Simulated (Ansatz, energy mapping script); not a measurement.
## GaCo: exchange couplings from total energies

How strongly do the moments of GaCo couple under PBE+U+J (2.1 eV, J 0.7 eV, AMF)? The plan is to run several orders and fit a Heisenberg model.

Program: Ansatz 0.2.0. Level of theory: PBE with U = 2.1 eV, J = 0.7 eV on Co d, around mean field, ortho-atomic projectors; plane waves, U on orthogonalised atomic orbitals unless named otherwise, collinear spin, no spin–orbit coupling. Results are calculated unless marked as measured.

## 1. Starting point

The structure is cubic, space group Pm-3m (No. 221). Conventional cell: a = 2.878 Å, b = 2.878 Å, c = 2.878 Å, α = 90.00°, β = 90.00°, γ = 90.00°. Nearest to Ga lie 8 Co at 2.49 Å. Nearest to Co lie 8 Ga at 2.49 Å. Farther neighbours are not listed.

As a file:

```cif
data_structure
_symmetry_space_group_name_H-M 'P 1'
_symmetry_Int_Tables_number 1
_cell_length_a 2.8780
_cell_length_b 2.8780
_cell_length_c 2.8780
_cell_angle_alpha 90.000
_cell_angle_beta 90.000
_cell_angle_gamma 90.000
_cell_volume 23.84
loop_
_atom_site_label
_atom_site_type_symbol
_atom_site_fract_x
_atom_site_fract_y
_atom_site_fract_z
_atom_site_occupancy
Ga1 Ga 0.50000 0.50000 0.50000 1
Co2 Co 0.00000 0.00000 0.00000 1
```

With U and J typed apart the correction also acts on the shape of the shell and on Hund's coupling, which the single parameter U − J averages out. Double counting around the mean field suits weakly correlated, itinerant shells better than the localised limit.

## 2. One set of occupation matrices for all orders

A corrected shell can settle in several orbital fillings. One parallel run, with an occupation width a fifth wider than the orders use, therefore is to supply the occupation matrices. All orders start from them.

Contents of input.yaml:

```yaml
crystal:
  lattice:
    - [2.878, 0.0, 0.0]
    - [0.0, 2.878, 0.0]
    - [0.0, 0.0, 2.878]
  atoms:
    - { symbol: Ga, position: [0.5, 0.5, 0.5] }
    - { symbol: Co, position: [0.0, 0.0, 0.0], spin: 2.0 }
magnetization:
  spin_polarized: true
kpoints:
  mp_grid: { grid: [13, 13, 13] }
hamiltonian:
  xc: pbe
  hubbard:
    sites: [{ species: Co, l: d, u: 2.1, j: 0.7 }]
    double_counting: amf
    projectors: ortho-atomic
scf:
  occupations: { method: fermi_dirac, width: 0.12 }
output:
  eigenvalues: true
```

Started as:

```console
> ansatz run input.yaml --threads 4 --pin off --max-ram 8192MiB --backend cpu --events-out ev --progress --plain --runs-dir out
```

Numbers of over 12 decimals in the logs are rounded to 6 here.

Log:

```text
Engine: ansatz 0.2.0, aarch64-unknown-linux-gnu
Pseudopotentials: kind: paw
Pseudopotential: Ga, paw, valence charge 13, recommended cutoff 420 eV (normal), Ga.paw.azcp
Pseudopotential: Co, paw, valence charge 17, recommended cutoff 420 eV (normal), Co.paw.azcp
Functional definition: PBE
  parameter kappa = 0.804
  parameter beta = 0.066725
  exchange = pbe_x(kappa = kappa, mu = beta*pi^2/3)
  correlation = pbe_c(beta = beta)
Crystal: 2 atoms, lattice volume = 23.838 Å³
Basis set: ecut = 420 eV, 461 PW (Γ)
Bands: 20, of which v1, the nominal top of the filled ones, is band 15 counted from 1 (14 counted from 0)
Symmetry: 48 space group operations
Space group: Pm-3m (ITA 221), of the structure as read, at distance tolerance 2.9e-5 Å
Magnetic group: BNS 221.92 (UNI 1594), of the structure as read, at distance tolerance 2.9e-5 Å
k-points: 84 of 2197
Non-local potential: Ga, projectors of the file, l = 0: 2, l = 1: 2, l = 2: 3, l = 3: 1
Non-local potential: Co, projectors of the file, l = 0: 3, l = 1: 2, l = 2: 3, l = 3: 1
PAW form: soft (Blöchl's): semilocal exchange-correlation on the pseudo side does not see the compensation charge
PAW one-centre angular grid: Ga, 590 points (default); XC on 64 Gauss nodes
PAW one-centre angular grid: Co, 590 points (default); XC on 64 Gauss nodes
Initial density: superposition of atomic densities (chi_scale 0.1, normalization cell)
Starting moments: Σ|m| = 2 μB on 1 of 2 sites
Initial wavefunctions: pseudopotential atomic-orbital guess
Functional: x = pbe(κ = 0.804, μ = 0.219515), c = pbe(β = 0.066725)
SCF iter   1: F=—  HF=-8910.063637 eV  |F-HF|=—  |Δ(HF+E_count)|=         —  Δρ=1.53e-1 (↑4.05e-2 ↓1.53e-1)  dr2=4.23e0  dr2_m=1.75e0  M=0.754 μB ∫|m|=0.951 μB  β_m=0.30  ethr=3.10e-3  ⟨swp⟩=5.1  Hψ=13629  notcnv=0
preconditioner: auto → none  [metal: Δε(μ)=0.039 eV  Ē_g=14.397 eV  σ=0.120 eV  W_gap=0.08  n_scr=6 (ndim 8)  ℏωp=35.7 eV  f_vac=0.000  D(μ)=1.39/eV (n_scr^D=18)  sad-step TF]
SCF iter   2: F=—  HF=-8909.703880 eV  |F-HF|=—  |Δ(HF+E_count)|=   3.60e-1  Δρ=7.46e-2 (↑7.46e-2 ↓5.31e-2)  dr2=4.16e-1  dr2_m=7.76e-1  M=0.794 μB ∫|m|=1.007 μB  β_m=0.30  ethr=3.10e-3  ⟨swp⟩=2.8  Hψ=6813  notcnv=0  defer=28
SCF iter   3: F=—  HF=-8909.634172 eV  |F-HF|=—  |Δ(HF+E_count)|=   6.97e-2  Δρ=5.40e-2 (↑5.40e-2 ↓5.17e-2)  dr2=1.49e-1  dr2_m=5.67e-1  M=0.701 μB ∫|m|=0.924 μB  β_m=0.30  ethr=1.39e-3  ⟨swp⟩=2.5  Hψ=5791  notcnv=0  defer=25
SCF iter   4: F=—  HF=-8909.629544 eV  |F-HF|=—  |Δ(HF+E_count)|=   4.63e-3  Δρ=4.45e-2 (↑4.45e-2 ↓3.84e-2)  dr2=9.24e-3  dr2_m=3.70e-1  M=0.649 μB ∫|m|=0.874 μB  β_m=0.30  ethr=4.98e-4  ⟨swp⟩=2.7  Hψ=6255  notcnv=0  defer=25
[...]
SCF iter  12: F=—  HF=-8909.753244 eV  |F-HF|=—  |Δ(HF+E_count)|=   2.89e-4  Δρ=4.12e-4 (↑4.12e-4 ↓2.68e-4)  dr2=5.85e-6  dr2_m=2.39e-5  M=0.392 μB ∫|m|=0.540 μB  β_m=0.88  ethr=1.82e-7  ⟨swp⟩=2.5  Hψ=5642  notcnv=0  defer=15
SCF iter  13: F=—  HF=-8909.753340 eV  |F-HF|=—  |Δ(HF+E_count)|=   9.55e-5  Δρ=2.54e-4 (↑1.96e-4 ↓2.54e-4)  dr2=1.86e-5  dr2_m=3.04e-6  M=0.385 μB ∫|m|=0.529 μB  β_m=0.75  ethr=1.95e-8  ⟨swp⟩=2.2  Hψ=6006  notcnv=0  defer=15
SCF iter  14: F=—  HF=-8909.753342 eV  |F-HF|=—  |Δ(HF+E_count)|=   2.35e-6  Δρ=1.15e-4 (↑9.51e-5 ↓1.15e-4)  dr2=4.90e-6  dr2_m=7.19e-7  M=0.382 μB ∫|m|=0.525 μB  β_m=0.86  ethr=1.95e-8  ⟨swp⟩=2.0  Hψ=5590  notcnv=0  defer=15
SCF iter  15: F=—  HF=-8909.753345 eV  |F-HF|=—  |Δ(HF+E_count)|=   3.06e-6  Δρ=2.42e-5 (↑2.42e-5 ↓1.58e-5)  dr2=1.66e-7  dr2_m=1.81e-8  M=0.380 μB ∫|m|=0.523 μB  β_m=0.93  ethr=1.63e-8  ⟨swp⟩=2.0  Hψ=5120  notcnv=0  defer=15
SCF iter  16: F=-8909.753345 eV  HF=-8909.753345 eV  |F-HF|=2.98e-8  |Δ(HF+E_count)|=   4.89e-8  Δρ=8.44e-6 (↑5.55e-6 ↓8.44e-6)  dr2=3.39e-8  dr2_m=5.36e-10  M=0.380 μB ∫|m|=0.522 μB  ethr=3.33e-10  ⟨swp⟩=3.2  Hψ=9089  notcnv=0
SCF 1 converged in 16 iterations: F = -8909.753345 eV  dr2 = 3.39e-8
[...]
SCF converged after 16 iterations
Magnetization: 0.3800 μB (15.1900 up, 14.8100 down)
Absolute magnetization: 0.5218 μB (∫|ρ↑−ρ↓|, with the PAW one-centre terms)
Spin contamination: 0.0522 ħ² per cell (⟨S²⟩ above its minimum at these occupations)
Per-site moments (μB) at R_I (Å): [(-0.016596, 1.028124), (0.445583, 1.028124)]
Free energy (F): -8909.753345 eV
Harris-Foulkes:  -8909.753345 eV  (|F-HF|=2.98e-8)
Internal energy: -8909.705197 eV  (E = F + TS)
E sigma→0 (E₀):  -8909.729271 eV
Entropy (-TS):   -0.048149 eV (-24.074 meV/atom)
Fermi energy:    16.755629 eV
--- Per-component energies (eV) ---
  E_band       = -216.732154
  E_kinetic    = 573.415105
  E_local      = -4482.914325  (includes V_loc(G=0)·N_el)
  E_nonlocal   = 884.699533
  E_hartree    = 1990.288382
  E_xc         = -228.982743
  E_vxc        = -264.547503  (∫ρ·V_xc dr)
  E_hubbard    = -0.080238  (on-site DFT+U / exact-exchange correction)
  E_vhub       = -0.160475  (the Hubbard potential's part of the band-sum identity)
  E_paw        = -3508.514471  (= ΣΔE_a)
  E_vpaw       = -907.813325  (= ΣTr[D̂ρ^β])
  E_aug_tail   = -0.000032  (compensation charges beyond the density's cutoff)
  E_ewald      = -4137.616408
  E_smearing   = -0.048149  (= −TS)
  E_closure    = -0.000000  (closes the sum)
  Σ components = -8909.753345   (vs F -8909.753345, Δ=0.00e0)
--- DFT+U+J on-site energies (Liechtenstein; amf double counting; per corrected site; eV) ---
  site 1 (l=d): U=2.1000  J=0.7000  Tr N=8.0892  E_int=52.545852  E_dc=52.626090  E_U=-0.080238
--- Band table (eV; the first three rows and the last of 168) ---
  k-point 0 ↑: bands = [... 11 lower, 13.9242, 16.1139, 16.1139, 16.1139, 22.1040, 22.1040, 22.1040, 27.8109, ... 1 higher]
  k-point 1 ↑: bands = [... 11 lower, 13.9354, 16.0398, 16.0398, 16.1143, 21.2281, 22.3011, 22.3011, 27.8345, ... 1 higher]
  k-point 2 ↑: bands = [... 11 lower, 13.9667, 15.8493, 15.8493, 16.1151, 19.5606, 22.8602, 22.8602, 27.9053, ... 1 higher]
  k-point 83 ↓: bands = [... 11 lower, 12.7385, 17.3678, 17.3678, 17.7121, 19.6396, 20.4530, 20.4530, 22.1066, ... 1 higher]
Occupation matrices written to <dir>
```

Wall time 1.8 s (4 threads of Arm Neoverse V2, shared host); peak memory 0.36 GiB.

Numbers from this step:

```
final state                       : ferromagnetic
electrons in the corrected shells : 8.089 e
largest moment                    : 0.446 μB
```

## 3. Parallel start in cell A (4 atoms)

The parallel order is the zero of energy for this cell and mesh.

Contents of input.yaml:

```yaml
crystal:
  lattice:
    - [-2.878, 0.0, -2.878]
    - [0.0, -2.878, -2.878]
    - [-2.878, -2.878, 0.0]
  atoms:
    - { symbol: Ga, position: [0.25, 0.25, 0.25] }
    - { symbol: Ga, position: [0.75, 0.75, 0.75] }
    - { symbol: Co, position: [0.5, 0.5, 0.5], spin: 2.0 }
    - { symbol: Co, position: [0.0, 0.0, 0.0], spin: 2.0 }
magnetization:
  spin_polarized: true
kpoints:
  mp_grid: { grid: [12, 12, 12] }
hamiltonian:
  xc: pbe
  hubbard:
    sites:
      - { species: Co, l: d, u: 2.1, j: 0.7 }
      - { site: 2, l: d, u: 2.1, j: 0.7, starting_ns: [{ spin: up, occupation_matrix: co2_major }, { spin: down, occupation_matrix: co2_minor }] }
      - { site: 3, l: d, u: 2.1, j: 0.7, starting_ns: [{ spin: up, occupation_matrix: co2_major }, { spin: down, occupation_matrix: co2_minor }] }
    double_counting: amf
    projectors: ortho-atomic
    occupation_matrices:
      co2_major:
        matrix:
          - [0.857, 0.0, 0.0, 0.0, 0.0]
          - [0.0, 0.852, 0.0, 0.0, 0.0]
          - [0.0, 0.0, 0.852, 0.0, 0.0]
          - [0.0, 0.0, 0.0, 0.857, 0.0]
          - [0.0, 0.0, 0.0, 0.0, 0.852]
      co2_minor:
        matrix:
          - [0.61, 0.0, 0.0, 0.0, 0.0]
          - [0.0, 0.867, 0.0, 0.0, 0.0]
          - [0.0, 0.0, 0.867, 0.0, 0.0]
          - [0.0, 0.0, 0.0, 0.61, 0.0]
          - [0.0, 0.0, 0.0, 0.0, 0.867]
scf:
  occupations: { method: fermi_dirac, width: 0.1 }
output:
  eigenvalues: true
```

Log:

```text
[...]
Crystal: 4 atoms, lattice volume = 47.676 Å³
Basis set: ecut = 420 eV, 941 PW (Γ)
Bands: 39, of which v1, the nominal top of the filled ones, is band 30 counted from 1 (29 counted from 0)
Symmetry: 96 space group operations
[...]
k-points: 72 of 1728
[...]
Starting moments: Σ|m| = 4 μB on 2 of 4 sites
[...]
SCF iter   1: F=—  HF=-17820.178361 eV  |F-HF|=—  |Δ(HF+E_count)|=         —  Δρ=1.53e-1 (↑4.12e-2 ↓1.53e-1)  dr2=8.34e0  dr2_m=3.55e0  M=1.468 μB ∫|m|=1.921 μB  β_m=0.30  ethr=3.10e-3  ⟨swp⟩=5.1  Hψ=18809  notcnv=0  defer=20
[...]
spin=Collinear: Kerker preconditioning applied to the charge; magnetization (m = ρ↑ − ρ↓) channel mixes plain (no charge-response kernel on spin).
SCF iter   2: F=—  HF=-17819.467265 eV  |F-HF|=—  |Δ(HF+E_count)|=   7.11e-1  Δρ=7.64e-2 (↑7.64e-2 ↓5.75e-2)  dr2=8.44e-1  dr2_m=1.72e0  M=1.506 μB ∫|m|=1.976 μB  β_m=0.30  ethr=3.10e-3  ⟨swp⟩=3.6  Hψ=11926  notcnv=0  defer=295
[...]
SCF iter  18: F=-17819.492190 eV  HF=-17819.492190 eV  |F-HF|=1.24e-9  |Δ(HF+E_count)|=   1.25e-8  Δρ=1.25e-6 (↑1.25e-6 ↓1.18e-6)  dr2=1.63e-9  dr2_m=1.16e-11  M=0.741 μB ∫|m|=1.037 μB  ethr=1.67e-10  ⟨swp⟩=7.3  Hψ=15380  notcnv=0
SCF 1 converged in 18 iterations: F = -17819.492190 eV  dr2 = 1.63e-9
[...]
SCF converged after 18 iterations
Magnetization: 0.7406 μB (30.3703 up, 29.6297 down)
Absolute magnetization: 1.0367 μB (∫|ρ↑−ρ↓|, with the PAW one-centre terms)
[...]
Per-site moments (μB) at R_I (Å): [(-0.017264, 1.028124), (-0.017264, 1.028124), (0.438178, 1.028124), (0.438178, 1.028124)]
Free energy (F): -17819.492190 eV
[...]
Internal energy: -17819.425213 eV  (E = F + TS)
E sigma→0 (E₀):  -17819.458701 eV
Entropy (-TS):   -0.066977 eV (-16.744 meV/atom)
Fermi energy:    16.747026 eV
[...]
--- Specified on-site occupations, and those of the state reported ---
  electrons in the specified blocks: 16.1820 specified, 16.1810 found
  site 2 (l=d) ↑: largest change of an orbital's occupation 0.0012; electrons 4.2700 specified, 4.2669 found; spectral distance 0.0018
[...]
site 2 (l=d) ↓: largest change of an orbital's occupation 0.0005; electrons 3.8210 specified, 3.8236 found; spectral distance 0.0012
[...]
--- Band table (eV; the first three rows and the last of 144) ---
  k-point 0 ↑: bands = [... 26 lower, 16.1181, 16.1676, 16.1676, 17.5863, 20.7355, 20.7355, 20.7355, 21.6678, ... 5 higher]
  k-point 1 ↑: bands = [... 26 lower, 16.0864, 16.1004, 16.1004, 17.7634, 19.5567, 20.4306, 20.4306, 21.9054, ... 5 higher]
  k-point 2 ↑: bands = [... 26 lower, 15.9169, 15.9902, 15.9902, 17.7233, 18.7018, 20.0492, 20.0492, 21.4328, ... 5 higher]
  k-point 71 ↓: bands = [... 26 lower, 15.4724, 15.4724, 15.8023, 15.8023, 17.6338, 17.6338, 21.6880, 21.6880, ... 5 higher]
Occupation matrices written to <dir>
```

Wall time 5.2 s (4 threads); peak memory 0.53 GiB.

Spin moment in the sphere by atom:

```
atom  spin moment in the sphere (μB)
 Ga1                          -0.017
 Ga2                          -0.017
 Co3                           0.438
 Co4                           0.438
```

The run ends ferromagnetic.

## 4. Compensated +− start in cell A (4 atoms)

This order reverses 6 of the 6 neighbours at 2.88 Å and 0 of the 12 neighbours at 4.07 Å, counted for an average magnetic atom.

input.yaml, as its differences from that of step 3:

```diff
@@ -9,3 +9,3 @@
     - { symbol: Co, position: [0.5, 0.5, 0.5], spin: 2.0 }
-    - { symbol: Co, position: [0.0, 0.0, 0.0], spin: 2.0 }
+    - { symbol: Co, position: [0.0, 0.0, 0.0], spin: -2.0 }
 magnetization:
@@ -20,3 +20,3 @@
       - { site: 2, l: d, u: 2.1, j: 0.7, starting_ns: [{ spin: up, occupation_matrix: co2_major }, { spin: down, occupation_matrix: co2_minor }] }
-      - { site: 3, l: d, u: 2.1, j: 0.7, starting_ns: [{ spin: up, occupation_matrix: co2_major }, { spin: down, occupation_matrix: co2_minor }] }
+      - { site: 3, l: d, u: 2.1, j: 0.7, starting_ns: [{ spin: up, occupation_matrix: co2_minor }, { spin: down, occupation_matrix: co2_major }] }
     double_counting: amf
```

Log:

```text
[...]
Crystal: 4 atoms, lattice volume = 47.676 Å³
Basis set: ecut = 420 eV, 941 PW (Γ)
Bands: 39, of which v1, the nominal top of the filled ones, is band 30 counted from 1 (29 counted from 0)
Symmetry: 48 space group operations
[...]
k-points: 72 of 1728
[...]
Starting moments: Σ|m| = 4 μB on 2 of 4 sites
Starting magnetic order: antiferromagnet; a translation exchanges its spin sublattices: spin-degenerate at every k-point
[...]
SCF iter   1: F=—  HF=-17820.142286 eV  |F-HF|=—  |Δ(HF+E_count)|=         —  Δρ=1.12e-1 (↑1.12e-1 ↓1.12e-1)  dr2=8.13e0  dr2_m=3.61e0  M=0.000 μB ∫|m|=1.757 μB  β_m=0.30  ethr=3.10e-3  ⟨swp⟩=5.0  Hψ=9439  notcnv=0  defer=36
[...]
SCF iter  22: F=-17819.456430 eV  HF=-17819.456430 eV  |F-HF|=5.97e-10  |Δ(HF+E_count)|=  6.29e-10  Δρ=7.08e-7 (↑7.08e-7 ↓7.08e-7)  dr2=6.86e-10  dr2_m=4.05e-13  M=0.000 μB ∫|m|=0.000 μB  ethr=4.49e-12  ⟨swp⟩=1.0  Hψ=6683  notcnv=0
WARN: the starting moments were not kept: the SCF closed with an absolute magnetisation of 8.9e-7 μB, where they sum to 4 μB in size (2 sites). That is at most 0.1 of that sum. Measured as dr2_m measures the in/out step, that magnetisation stands 5.3e-13 eV from none, at or under the dr2_threshold of 1.0e-7 eV: it is no larger than a step whose dr2_m would equal this threshold. The system may hold no moment; this SCF [...]
SCF 1 converged in 22 iterations: F = -17819.456430 eV  dr2 = 6.86e-10
[...]
SCF converged after 22 iterations
Magnetization: 0.0000 μB (30.0000 up, 30.0000 down)
Absolute magnetization: 0.0000 μB (∫|ρ↑−ρ↓|, with the PAW one-centre terms)
[...]
Per-site moments (μB) at R_I (Å): [(-3.967904778850876e-17, 1.028124), (3.967904778850898e-17, 1.028124), (-3.621025596074613e-7, 1.028124), (3.621025596074613e-7, 1.028124)]
Free energy (F): -17819.456430 eV
[...]
Internal energy: -17819.380007 eV  (E = F + TS)
E sigma→0 (E₀):  -17819.418219 eV
Entropy (-TS):   -0.076423 eV (-19.106 meV/atom)
Fermi energy:    16.935389 eV
[...]
--- Specified on-site occupations, and those of the state reported ---
  electrons in the specified blocks: 16.1820 specified, 16.2123 found
[...]
--- Band table (eV; the first three rows and the last of 144) ---
  k-point 0 ↑: bands = [... 26 lower, 16.0896, 16.8047, 16.8047, 17.5635, 20.7175, 20.7175, 20.7175, 21.6685, ... 5 higher]
  k-point 1 ↑: bands = [... 26 lower, 16.0578, 16.7274, 16.7274, 17.7424, 19.5428, 20.4246, 20.4246, 21.9017, ... 5 higher]
  k-point 2 ↑: bands = [... 26 lower, 15.9631, 16.5158, 16.5158, 17.7093, 18.6826, 20.0658, 20.0658, 21.4616, ... 5 higher]
  k-point 71 ↓: bands = [... 26 lower, 15.3349, 15.3349, 15.8375, 15.8375, 17.0483, 17.0483, 21.6862, 21.6862, ... 5 higher]
Occupation matrices written to <dir>
```

The job ended after 3.9 s (4 threads; peak memory 0.52 GiB).

No atom keeps a moment above 0.05 μB.

The run ends non-magnetic, not as typed: a moment turned or collapsed in the SCF or in the program's search for a lower state.

## 5. Run 3 (parallel; cell B, 4 atoms)

The parallel order again, as the reference for this cell.

This run holds the same structure in another cell (a 4.070 → 2.878 Å, b 4.070 → 2.878 Å, c 4.070 → 5.756 Å, α 60.0 → 90.0°, β 60.0 → 90.0°, γ 60.0 → 90.0°).

Contents of input.yaml:

```yaml
crystal:
  lattice:
    - [2.878, 0.0, 0.0]
    - [0.0, 2.878, 0.0]
    - [0.0, 0.0, 5.756]
  atoms:
    - { symbol: Ga, position: [0.5, 0.5, 0.25] }
    - { symbol: Ga, position: [0.5, 0.5, 0.75] }
    - { symbol: Co, position: [0.0, 0.0, 0.0], spin: 2.0 }
    - { symbol: Co, position: [0.0, 0.0, 0.5], spin: 2.0 }
magnetization:
  spin_polarized: true
kpoints:
  mp_grid: { grid: [13, 13, 7] }
hamiltonian:
  xc: pbe
  hubbard:
    sites:
      - { species: Co, l: d, u: 2.1, j: 0.7 }
      - { site: 2, l: d, u: 2.1, j: 0.7, starting_ns: [{ spin: up, occupation_matrix: co2_major }, { spin: down, occupation_matrix: co2_minor }] }
      - { site: 3, l: d, u: 2.1, j: 0.7, starting_ns: [{ spin: up, occupation_matrix: co2_major }, { spin: down, occupation_matrix: co2_minor }] }
    double_counting: amf
    projectors: ortho-atomic
    occupation_matrices:
      co2_major:
        matrix:
          - [0.857, 0.0, 0.0, 0.0, 0.0]
          - [0.0, 0.852, 0.0, 0.0, 0.0]
          - [0.0, 0.0, 0.852, 0.0, 0.0]
          - [0.0, 0.0, 0.0, 0.857, 0.0]
          - [0.0, 0.0, 0.0, 0.0, 0.852]
      co2_minor:
        matrix:
          - [0.61, 0.0, 0.0, 0.0, 0.0]
          - [0.0, 0.867, 0.0, 0.0, 0.0]
          - [0.0, 0.0, 0.867, 0.0, 0.0]
          - [0.0, 0.0, 0.0, 0.61, 0.0]
          - [0.0, 0.0, 0.0, 0.0, 0.867]
scf:
  occupations: { method: fermi_dirac, width: 0.1 }
output:
  eigenvalues: true
```

Log:

```text
[...]
Crystal: 4 atoms, lattice volume = 47.676 Å³
Basis set: ecut = 420 eV, 927 PW (Γ)
Bands: 39, of which v1, the nominal top of the filled ones, is band 30 counted from 1 (29 counted from 0)
Symmetry: 32 space group operations
[...]
k-points: 112 of 1183
[...]
Starting moments: Σ|m| = 4 μB on 2 of 4 sites
[...]
k-point 1 ↑: bands = [... 26 lower, 16.0543, 16.0543, 16.1178, 16.1229, 16.5664, 21.3340, 22.2751, 22.2751, ... 5 higher]
  k-point 2 ↑: bands = [... 26 lower, 15.8857, 15.8857, 16.1186, 16.1221, 16.7435, 19.8056, 22.7616, 22.7616, ... 5 higher]
  k-point 111 ↓: bands = [... 26 lower, 16.7997, 16.8243, 17.2361, 17.4641, 17.5709, 18.0109, 18.7702, 18.9963, ... 5 higher]
Occupation matrices written to <dir>
[key lines of the parts left out:]
SCF converged after 19 iterations
Magnetization: 0.7532 μB (30.3766 up, 29.6234 down)
Free energy (F): -17819.491672 eV
Fermi energy:    16.750193 eV
```

Run time: 8.4 s. Hardware: 4 threads; peak memory 0.63 GiB; 32 s of CPU time.

The run ends ferromagnetic. For each magnetic atom its energy differs from the parallel run of the first cell by 0.41 meV, an error that one common reference would have brought in.

(Continued in part 2 of 3.)

[Logs and program files are shortened in this print: banners, set-up blocks, solver, clock and traceback lines can be left out without a mark of their own.]

[Logs are printed without paths, hosts, clocks, repeated set-up lines and the standing remarks that a program may print on its own settings, such as how far it seeks lower states.]

[Hosts, paths, dates, database ids (printed as entryN), source tags and the programs' standing remarks are cut or masked in the printed files.]

[Where a cell is said to come from a database of computed structures, the database is the Materials Project.]
